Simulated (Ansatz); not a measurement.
## Phonons of As (Pm-3m, 1 atom in the cell) against volume

Does As (Pm-3m, 1 atom in the cell) expand much on heating, by its phonons?

Calculated with Ansatz 0.2.0; DFT PBEsol, scalar-relativistic, plane waves, PAW.

This is not the structure that As takes at ambient pressure and room temperature (space group No. 166); it is a model or a phase of other conditions.

## (1) Set-up

Symmetry: Pm-3m, No. 221, cubic system. The conventional cell has a = 2.689 Å, b = 2.689 Å, c = 2.689 Å, α = 90.00°, β = 90.00°, γ = 90.00°. Nearest to As lie 6 As at 2.69 Å.

## (2) Phonons on a q mesh

The cell comes from relaxations at this level that are not shown. Stability and thermal properties need the whole zone. Linear response on a 4×4×4 q mesh gives force constants as far as a supercell of that size would.

input.yaml reads:

```yaml
crystal:
  lattice:
    - [2.6885784294, 0.0, 0.0]
    - [0.0, 2.6885784294, 0.0]
    - [0.0, 0.0, 2.6885784294]
  atoms:
    - { symbol: As, position: [0.5, 0.5, 0.5] }
kpoints:
  mp_grid: { grid: [16, 16, 16] }
hamiltonian:
  xc: pbesol
scf:
  occupations: { method: methfessel_paxton, width: 0.15 }
output:
  eigenvalues: true
phonons:
  method: dfpt
  qmesh: [4, 4, 4]
  temperatures: { t_max: 1000, t_step: 50 }
  qpath:
    path:
      - [[0.0, 0.0, 0.0], [0.0, 0.5, 0.0], [0.5, 0.5, 0.0], [0.0, 0.0, 0.0], [0.5, 0.5, 0.5], [0.0, 0.5, 0.0]]
      - [[0.5, 0.5, 0.5], [0.5, 0.5, 0.0]]
    npoints: 10
```

The run is started by

```bash
> ansatz run input.yaml --threads 4 --pin off --max-ram 7168MiB --backend cpu --events-out ev --progress --plain --runs-dir out
```

Numbers of over 12 decimals in the logs are rounded to 6 here.

Output:

```text
Engine: ansatz 0.2.0, aarch64-unknown-linux-gnu
Pseudopotentials: kind: paw
Pseudopotential: As, paw, valence charge 15, recommended cutoff 420 eV (normal), As.paw.azcp
Functional definition: PBEsol
  exchange = pbesol_x
  correlation = pbesol_c
Crystal: 1 atoms, lattice volume = 19.434 Å³
Basis set: ecut = 420 eV, 389 PW (Γ), exchange–correlation on 36×36×36 points (8 copies of the dense FFT grid, shifted against one another)
Bands: 12, of which v1, the nominal top of the filled ones, is band 8 counted from 1 (7 counted from 0)
Symmetry: 48 space group operations
k-points: 165 of 4096
Non-local potential: As, projectors of the file, l = 0: 2, l = 1: 2, l = 2: 3, l = 3: 1
PAW form: soft (Blöchl's): semilocal exchange-correlation on the pseudo side does not see the compensation charge
PAW frozen core: As, regenerated for the run's functional, and the local potential with it (the file was generated under x = pbe(κ = 0.804, μ = 0.219515), c = pbe(β = 0.066725))
PAW one-centre angular grid: As, 590 points (default); XC on 64 Gauss nodes
Initial density: superposition of atomic densities (neutral atoms: chi_scale 0, normalization atom), corrected by the library's trained network
Initial wavefunctions: pseudopotential atomic-orbital guess
Functional: x = pbesol(κ = 0.804, μ = 0.123457), c = pbesol(β = 0.046)
SCF iter   1: F=—  HF=-4812.946414 eV  |F-HF|=—  |Δ(HF+E_count)|=         —  Δρ=9.83e-4  dr2=6.79e-5  ethr=1.77e-3  ⟨swp⟩=5.1  Hψ=11785  notcnv=0
preconditioner: auto → none  [insulator: Δε(μ)=0.160 eV  Ē_g=15.172 eV  σ=0.150 eV  W_gap=0.61  n_scr=6 (ndim 8)  ℏωp=18.8 eV  f_vac=0.001  D(μ)=0.17/eV (n_scr^D=0)  ε∞_Penn≈2.5]
SCF iter   2: F=—  HF=-4812.946098 eV  |F-HF|=—  |Δ(HF+E_count)|=   3.16e-4  S|Δr|=    0.00e0  Δρ=4.51e-4  dr2=1.67e-5  ethr=4.53e-7  ⟨swp⟩=2.0  Hψ=4541  notcnv=0
SCF iter   3: F=—  HF=-4812.946117 eV  |F-HF|=—  |Δ(HF+E_count)|=   1.89e-5  S|Δr|=    0.00e0  Δρ=1.77e-4  dr2=2.76e-6  ethr=1.11e-7  ⟨swp⟩=2.1  Hψ=3083  notcnv=0
SCF iter   4: F=—  HF=-4812.946121 eV  |F-HF|=—  |Δ(HF+E_count)|=   3.44e-6  S|Δr|=    0.00e0  Δρ=2.45e-5  dr2=1.51e-7  ethr=1.84e-8  ⟨swp⟩=2.2  Hψ=2998  notcnv=0
SCF iter   5: F=—  HF=-4812.946120 eV  |F-HF|=—  |Δ(HF+E_count)|=   1.25e-7  S|Δr|=    0.00e0  Δρ=8.23e-6  dr2=1.60e-8  ethr=1.01e-9  ⟨swp⟩=2.0  Hψ=3131  notcnv=0
SCF iter   6: F=—  HF=-4812.946120 eV  |F-HF|=—  |Δ(HF+E_count)|=   1.66e-8  S|Δr|=    0.00e0  Δρ=4.24e-7  dr2=2.47e-11  ethr=1.07e-10  ⟨swp⟩=2.0  Hψ=3153  notcnv=0
SCF iter   7: F=-4812.946120 eV  HF=-4812.946120 eV  |F-HF|=0.00e0  |Δ(HF+E_count)|=  1.55e-11  S|Δr|=    0.00e0  Δρ=3.67e-8  dr2=3.01e-13  ethr=1.00e-12  ⟨swp⟩=5.8  Hψ=7609  notcnv=0
SCF 1 converged in 7 iterations: F = -4812.946120 eV  dr2 = 3.01e-13
  greatest PAW one-centre occupation: 0.999 electrons in one spin orbital (limit 2), on the As atom at site 0 (counted from 0), in its partial waves of l = 2
NSCF: frozen V_eff on 165 k-points
NSCF: frozen V_eff on 405 k-points
DFPT response loops at q = (0, 0, 0) (fractional): preconditioner auto → Kerker (q_TF=auto, 2.613 Å⁻¹) (partly filled bands, converged f_vac=0.000); β = 1.00, the filter's whole step (`scf.mixing.beta` (0.50) is not read by the response loops under this deck's `scf.mixing.preconditioner`; to damp them name `kerker` or `kerker_dos`, under which they read `scf.mixing.beta`, and type it under 1.00, their step now; both keys bind the ground state too); Broyden in place of MSR1
NSCF: frozen V_eff on 2592 k-points
DFPT response loops at q = (0, 0, 0.25) (fractional): mixed as the last ones told, above
NSCF: frozen V_eff on 1458 k-points
DFPT response loops at q = (0, 0, -0.5) (fractional): mixed as the last ones told, above
NSCF: frozen V_eff on 4608 k-points
DFPT response loops at q = (0, 0.25, 0.25) (fractional): mixed as the last ones told, above
NSCF: frozen V_eff on 2592 k-points
DFPT response loops at q = (0, 0.25, -0.5) (fractional): mixed as the last ones told, above
NSCF: frozen V_eff on 1458 k-points
DFPT response loops at q = (0, -0.5, -0.5) (fractional): mixed as the last ones told, above
NSCF: frozen V_eff on 4352 k-points
DFPT response loops at q = (0.25, 0.25, 0.25) (fractional): mixed as the last ones told, above
NSCF: frozen V_eff on 4608 k-points
DFPT response loops at q = (0.25, 0.25, -0.5) (fractional): mixed as the last ones told, above
NSCF: frozen V_eff on 2592 k-points
DFPT response loops at q = (0.25, -0.5, -0.5) (fractional): mixed as the last ones told, above
NSCF: frozen V_eff on 810 k-points
DFPT response loops at q = (-0.5, -0.5, -0.5) (fractional): mixed as the last ones told, above
SCF converged after 7 iterations
Stability not checked: this state was not tested for a lower state beside it, because cold or Methfessel-Paxton smearing, or corrected tetrahedra, fill the levels in a way that the test cannot read (fill_not_monotonic; see scf.lower_state_search)
Free energy (F): -4812.946120 eV
Harris-Foulkes:  -4812.946120 eV  (|F-HF|=0.00e0)
Internal energy: -4812.947028 eV  (E = F + TS)
E sigma→0 (E₀):  -4812.946347 eV
Entropy (-TS):   0.000908 eV (0.908 meV/atom)
Fermi energy:    11.856250 eV
--- Per-component energies (eV) ---
  E_band       = -213.064885
  E_kinetic    = 102.990019
  E_local      = -1535.095338  (includes V_loc(G=0)·N_el)
  E_nonlocal   = -668.254467
  E_hartree    = 867.633275
  E_xc         = -78.986853
  E_vxc        = -79.606447  (∫ρ·V_xc dr)
  E_paw        = -1792.631688  (= ΣΔE_a)
  E_vpaw       = 231.634820  (= ΣTr[D̂ρ^β])
  E_aug_tail   = 0.000007  (compensation charges beyond the density's cutoff)
  E_ewald      = -1709.568412
  E_core_change = 0.966429  (= ΣΔE_core)
  E_smearing   = 0.000908  (= −TS)
  E_closure    = -0.000000  (closes the sum)
  Σ components = -4812.946120   (vs F -4812.946120, Δ=0.00e0)
--- Band table (eV; the first three rows and the last of 165) ---
  k-point 0: bands = [... 4 lower, -24.0740, -3.2947, 16.0585, 16.0585, 16.0585, 20.4689, 20.4689, 22.3987]
  k-point 1: bands = [... 4 lower, -24.0739, -3.2212, 15.0579, 16.1237, 16.1237, 20.5360, 21.2061, 22.8651]
  k-point 2: bands = [... 4 lower, -24.0737, -3.0024, 13.1878, 16.3157, 16.3157, 20.7357, 21.8974, 24.6385]
  k-point 164: bands = [... 4 lower, -24.0297, 7.0265, 10.0060, 10.0060, 10.0060, 17.7550, 17.7550, 17.7550]
--- Phonons (Γ-DFPT): 1 representative perturbation + reference (Σ response iterations 3) ---
  ASR residual: 6.688e-6 → 0.000e0 eV/Å²; symmetrization residual: 4.487e-11 eV/Å²
  ASR residual per site (eV/Å²): 6.69e-6
  Γ frequencies (cm⁻¹): 0.00 0.00 0.00
--- Phonons (arbitrary-q DFPT): 10 irreducible q on the 4×4×4 mesh ---
  q = [0.0000, 0.0000, 0.0000] (star 1, of the zone-centre solve; hermiticity 0.00e0, symmetrization 6.71e-6): 0.00 0.00 0.00
  q = [0.0000, 0.0000, 0.2500] (star 6, 2 solved perturbations in 2016 linear systems a pass and spin channel, the states on 1296 of 4096 k-point pairs; hermiticity 2.35e-13, symmetrization 1.44e-12): 57.23 57.23 139.06
  q = [0.0000, 0.0000, -0.5000] (star 3, 2 solved perturbations in 1134 linear systems a pass and spin channel, the states on 729 of 4096 k-point pairs; hermiticity 8.71e-14, symmetrization 3.69e-12): 65.29 65.29 152.87
  q = [0.0000, 0.2500, 0.2500] (star 12, 2 solved perturbations in 3528 linear systems a pass and spin channel, the states on 2304 of 4096 k-point pairs; hermiticity 6.52e-14, symmetrization 2.42e-13): 80.29 132.04 164.13
  q = [0.0000, 0.2500, -0.5000] (star 12, 3 solved perturbations on 1296 of 4096 k-point pairs; hermiticity 1.94e-13, symmetrization 1.36e-13): 81.17 87.36 155.18
  q = [0.0000, -0.5000, -0.5000] (star 3, 2 solved perturbations in 1134 linear systems a pass and spin channel, the states on 729 of 4096 k-point pairs; hermiticity 3.02e-13, symmetrization 3.89e-13): 93.35 97.72 97.72
  q = [0.2500, 0.2500, 0.2500] (star 8, 1 solved perturbation on 2176 of 4096 k-point pairs; hermiticity 2.03e-13, symmetrization 4.05e-12): 152.88 152.88 192.17
  q = [0.2500, 0.2500, -0.5000] (star 12, 2 solved perturbations in 3528 linear systems a pass and spin channel, the states on 2304 of 4096 k-point pairs; hermiticity 2.01e-14, symmetrization 3.44e-13): -48.74 156.41 178.60
  q = [0.2500, -0.5000, -0.5000] (star 6, 2 solved perturbations in 2016 linear systems a pass and spin channel, the states on 1296 of 4096 k-point pairs; hermiticity 1.66e-13, symmetrization 3.05e-13): -51.10 -51.10 164.48
  q = [-0.5000, -0.5000, -0.5000] (star 1, 1 solved perturbation on 405 of 4096 k-point pairs; hermiticity 1.36e-13, symmetrization 9.75e-13): -195.58 -195.58 -195.58
  sum rule: each row above includes the acoustic sum rule's correction from the zone centre's row sums; it moved no ω² by more than (0.16 cm⁻¹)²
  mesh force constants: q→R imaginary residual 0.00e0; ASR residual 6.688e-6 → 0.000e0 eV/Å²; symmetrization residual 5.329e-15 eV/Å²
  interpolated dispersion: 62 rows × 3 modes
  density of states and harmonic sums: on the 24×24×24 q-mesh, interpolated from the force constants of a 4×4×4 supercell (no non-analytic term)
  largest difference from the sums on the solved wave vectors: F 5.52e-2 eV, S 8.04e-5 and C_V 2.53e-5 eV/K
  zero-point energy: 0.021097 eV/cell   skipped modes (ω ≤ 0): 113, of them read as no rigid motion or as one in doubt: 110 (1.769e-1 modes/cell left out, lowest -195.58 cm⁻¹)   left out of the sums: 5.90e-2 of the cell's modes: C_V's classical limit lies that fraction below 3 k_B per atom; for a crystal, a wire or a layer, F and S can be off by more, and a phonons.interpolated_qmesh denser along its periods is the remedy for the sampling
```

Run time: 94 s. Hardware: 4 threads of Arm Neoverse V1, shared host; peak memory 1.4 GiB; 5.9 min of CPU time.

The column dr2 measures how far the density is from self-consistency, as an energy; F and HF (Harris–Foulkes) agree once it is small.

This step gave:

```
volume per atom                                         : 19.43 Å³
gap on the k-mesh                                       : 0 eV
sum-rule residual before enforcement                    : 6.69e-6 eV/Å²
lowest frequency on the path                            : -195.6 cm⁻¹
highest frequency on the path or at a solved wavevector : 192.2 cm⁻¹
lowest mode on the q mesh (acoustic modes at Γ apart)   : -195.6 cm⁻¹
```

Frequencies (cm⁻¹) solved at each irreducible wavevector; negative means imaginary. Frequencies by wavevector, by row:

```csv
q in reciprocal lattice units,star,mode 1,mode 2,mode 3
0 0 0,1,0,0,0
0 0 0.25,6,57.2,57.2,139.1
0 0 -0.5,3,65.3,65.3,152.9
0 0.25 0.25,12,80.3,132,164.1
0 0.25 -0.5,12,81.2,87.4,155.2
0 -0.5 -0.5,3,93.3,97.7,97.7
0.25 0.25 0.25,8,152.9,152.9,192.2
0.25 0.25 -0.5,12,-48.7,156.4,178.6
0.25 -0.5 -0.5,6,-51.1,-51.1,164.5
-0.5 -0.5 -0.5,1,-195.6,-195.6,-195.6
```

Symmetry leaves 10 wavevectors to solve. The lowest mode among them, the acoustic zeros apart, lies at q = (-0.5, -0.5, -0.5) and is imaginary, 195.6i cm⁻¹, so the energy falls along it.

## (3) Relaxing at another volume, volume ratio 0.97

The volume is scaled by 0.97 and held; symmetry leaves nothing to relax, so this is a single point. The modes can then be followed against volume.

input.yaml, the sections that differ from step 2:

```yaml
crystal:
  lattice:
    - [2.6614192147, 0.0, 0.0]
    - [0.0, 2.6614192147, 0.0]
    - [0.0, 0.0, 2.6614192147]
  atoms:
    - { symbol: As, position: [0.5, 0.5, 0.5] }
output:
  forces: true
  stress: true
  eigenvalues: true
  write_density: true
  write_potential: true
  elf: true
  volumetric_format: npy
# kpoints, hamiltonian, scf: as in step 2
# phonons: removed
```

Output:

```text
[...]
Crystal: 1 atoms, lattice volume = 18.851 Å³
Basis set: ecut = 420 eV, 365 PW (Γ), exchange–correlation on 36×36×36 points (8 copies of the dense FFT grid, shifted against one another)
Bands: 12, of which v1, the nominal top of the filled ones, is band 8 counted from 1 (7 counted from 0)
Symmetry: 48 space group operations
[...]
k-points: 165 of 4096
[...]
--- Band table (eV; the first three rows and the last of 165) ---
  k-point 0: bands = [... 4 lower, -23.5570, -3.0432, 16.7149, 16.7149, 16.7149, 21.0400, 21.0400, 23.2095]
  k-point 1: bands = [... 4 lower, -23.5569, -2.9676, 15.6695, 16.7825, 16.7825, 21.1085, 21.8269, 23.6739]
  k-point 2: bands = [... 4 lower, -23.5566, -2.7421, 13.7404, 16.9821, 16.9821, 21.3126, 22.5942, 25.4403]
  k-point 164: bands = [... 4 lower, -23.5087, 7.7951, 10.4850, 10.4850, 10.4850, 18.2415, 18.2415, 18.2415]
[key lines of the parts left out:]
SCF converged after 5 iterations
Free energy (F): -4812.940819 eV
Fermi energy:    12.390984 eV
P = ⅓ Tr σ = 2.9868 GPa (29.868 kbar)
```

The job ended after 1.5 s (4 threads; peak memory 0.31 GiB; 3.7 s of CPU time).

This step gave:

```
pressure        : 2.987 GPa
volume per atom : 18.85 Å³
```

Valence density in the ac plane at fractional y = 0.500, with atoms of As within 0.2 Å of it. It is the smooth field of the valence electrons, not physical close to the nuclei.

Ten even steps from '0' (0 e/Å³) to '9' (34 e/Å³):
```
00000000000000
00000000000000
00000000000000
00000001000000
00000123210000
00000257520000
00001379731000
00000257520000
00000123210000
00000001000000
00000000000000
00000000000000
00000000000000
00000000000000
```
Columns run along a (2.7 Å), rows up along c (2.7 Å). Atoms in or near the plane, at fractional coordinates: As at (0.50, 0.50).

Electrostatic potential energy in the ac plane at fractional y = 0.500, with atoms of As within 0.2 Å of it. With pseudopotentials it is smooth inside the atoms' cores, unlike the true potential.

Ten even steps from '_' (-7 eV) to '@' (33 eV):
```
++++++======------======++++
++++====--::......::--====++
++====--..__________..--====
====--..____..::..____..--==
====::____--**##**--____::==
==--..__..**@@@@@@**..__..--
==--..__::##@@@@@@##::__..--
==--..__..**@@@@@@**..__..--
====::____--**##**--____::==
====--..____..::..____..--==
++====--..__________..--====
++++====--::......::--====++
++++++======------======++++
++++++++==============++++++
```
Columns run along a (2.7 Å; values clipped at the 3rd and 97th percentile), rows up along c (2.7 Å). Atoms in or near the plane, at fractional coordinates: As at (0.50, 0.50).

ELF in the ac plane at fractional y = 0.500, with atoms of As within 0.2 Å of it. It is the smooth field of the valence electrons, not physical close to the nuclei.

Ten even steps from '0' (0.10) to '9' (0.65):
```
00247899987420
12468999998642
34689999999864
67899877789987
88998632368998
99997312137999
99997226227999
99997312137999
88998632368998
67899877789987
34689999999864
12468999998642
00247899987420
00136899986310
```
Columns run along a (2.7 Å), rows up along c (2.7 Å). Atoms in or near the plane, at fractional coordinates: As at (0.50, 0.50).

## (4) Phonons at the other volume, volume ratio 0.97

The phonons are repeated at this volume on the same k and q meshes.

input.yaml, the sections that differ from step 3:

```yaml
output:
  eigenvalues: true
phonons:
  method: dfpt
  qmesh: [4, 4, 4]
  temperatures: { t_max: 1000, t_step: 50 }
  qpath:
    path:
      - [[0.0, 0.0, 0.0], [0.0, 0.5, 0.0], [0.5, 0.5, 0.0], [0.0, 0.0, 0.0], [0.5, 0.5, 0.5], [0.0, 0.5, 0.0]]
      - [[0.5, 0.5, 0.5], [0.5, 0.5, 0.0]]
    npoints: 10
# crystal, kpoints, hamiltonian, scf: as in step 3
```

Output:

```text
[...]
Crystal: 1 atoms, lattice volume = 18.851 Å³
Basis set: ecut = 420 eV, 365 PW (Γ), exchange–correlation on 36×36×36 points (8 copies of the dense FFT grid, shifted against one another)
Bands: 12, of which v1, the nominal top of the filled ones, is band 8 counted from 1 (7 counted from 0)
Symmetry: 48 space group operations
k-points: 165 of 4096
[...]
SCF iter   1: F=—  HF=-4812.941079 eV  |F-HF|=—  |Δ(HF+E_count)|=         —  Δρ=1.03e-3  dr2=6.42e-5  ethr=1.77e-3  ⟨swp⟩=5.1  Hψ=11803  notcnv=0
[...]
SCF iter   7: F=-4812.940819 eV  HF=-4812.940819 eV  |F-HF|=9.09e-13  |Δ(HF+E_count)|=  7.82e-11  S|Δr|=    0.00e0  Δρ=3.62e-8  dr2=1.96e-13  ethr=1.00e-12  ⟨swp⟩=5.8  Hψ=8195  notcnv=0
SCF 1 converged in 7 iterations: F = -4812.940819 eV  dr2 = 1.96e-13
[...]
NSCF: frozen V_eff on 165 k-points
[...]
SCF converged after 7 iterations
[...]
Free energy (F): -4812.940819 eV
[...]
Internal energy: -4812.941523 eV  (E = F + TS)
E sigma→0 (E₀):  -4812.940995 eV
Entropy (-TS):   0.000704 eV (0.704 meV/atom)
Fermi energy:    12.390850 eV
[...]
--- Band table (eV; the first three rows and the last of 165) ---
  k-point 0: bands = [... 4 lower, -23.5579, -3.0433, 16.7148, 16.7148, 16.7148, 21.0399, 21.0399, 23.2094]
  k-point 1: bands = [... 4 lower, -23.5578, -2.9678, 15.6693, 16.7824, 16.7824, 21.1084, 21.8268, 23.6738]
  k-point 2: bands = [... 4 lower, -23.5575, -2.7422, 13.7403, 16.9819, 16.9819, 21.3125, 22.5941, 25.4401]
  k-point 164: bands = [... 4 lower, -23.5097, 7.7948, 10.4849, 10.4849, 10.4849, 18.2414, 18.2414, 18.2414]
[...]
ASR residual: 3.150e-6 → 0.000e0 eV/Å²; symmetrization residual: 1.213e-11 eV/Å²
  ASR residual per site (eV/Å²): 3.15e-6
  Γ frequencies (cm⁻¹): 0.00 0.00 0.00
--- Phonons (arbitrary-q DFPT): 10 irreducible q on the 4×4×4 mesh ---
[...]
interpolated dispersion: 62 rows × 3 modes
[...]
```

Run time: 92 s. Hardware: 4 threads; peak memory 1.4 GiB; 5.9 min of CPU time.

This step gave:

| Item | Value |
| --- | --- |
| sum-rule residual before enforcement | 3.15e-6 eV/Å² |
| lowest frequency on the path | -181.9 cm⁻¹ |
| highest frequency on the path or at a solved wavevector | 200.9 cm⁻¹ |
| lowest mode on the q mesh (acoustic modes at Γ apart) | -181.9 cm⁻¹ |

(Part 1 of 2 ends here.)

[Logs are printed without paths, hosts, clocks, repeated set-up lines and the standing remarks that a program may print on its own settings, such as how far it seeks lower states.]

[Hosts, paths, dates, database ids (printed as entryN), source tags and the programs' standing remarks are cut or masked in the printed files.]
